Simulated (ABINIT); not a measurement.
Planning a run of ABINIT 10.8.3 on SiC (Moissanite). The input:

```
acell 3*1.0 Angstrom
rprim 
  3.075999999976 0.000000000005 0.000000000000
  -1.537999999993 2.663894142018 0.000000000000
  0.000000000000 0.000000000000 5.048000000000
ntypat 2
znucl 14 6
natom 4
typat 1 1 2 2
xred 
  0.333333333333 0.666666666667 0.000000000000
  0.666666666667 0.333333333333 0.500000000000
  0.333333333333 0.666666666667 0.385000000000
  0.666666666667 0.333333333333 0.885000000000
pp_dirpath "pseudos"
pseudos "Si.upf, C.upf"
ecut 37
ngkpt 6 6 4
nshiftk 1
shiftk 0 0 0
kptopt 1
chksymbreak 0
istwfk *1
occopt 1
irdwfk 1
optdriver 3
nband 101
ecuteps 6
inclvkb 2
awtr 1
symchi 1
indata_prefix "in"
outdata_prefix "out"
tmpdata_prefix "tmp"
```

```sh
OMP_NUM_THREADS=1 mpirun -n 4 abinit run.abi > log
```

**Question.** Estimate wall time and host memory on 4 MPI ranks of Arm Neoverse V2, shared host.

It took 78 s; on shared hardware allow 39 s to 2.6 min. Peak host memory was 1.1 GiB.

[Paths, hosts, dates, memory and timing lines, banners, echoed tables and standing remarks are left out of the program output.]

[Logs are printed without paths, hosts, clocks, repeated set-up lines and the standing remarks that a program may print on its own settings, such as how far it seeks lower states.]

[Runs of the session that timed out or met a known fault of the program may be left out.]

[Hosts, paths, dates, database ids (printed as entryN), source tags and the programs' standing remarks are cut or masked in the printed files.]

[G0W0 gaps are taken among the corrected bands and points alone; a level outside them can change the order at an edge.]

[Where Ansatz stands beside ABINIT at settings called matched, ABINIT's density can come from a denser mesh and the files from another edition; pairs whose starting gaps differed by over 0.03 eV were left out, so agreement reads better than it is.]
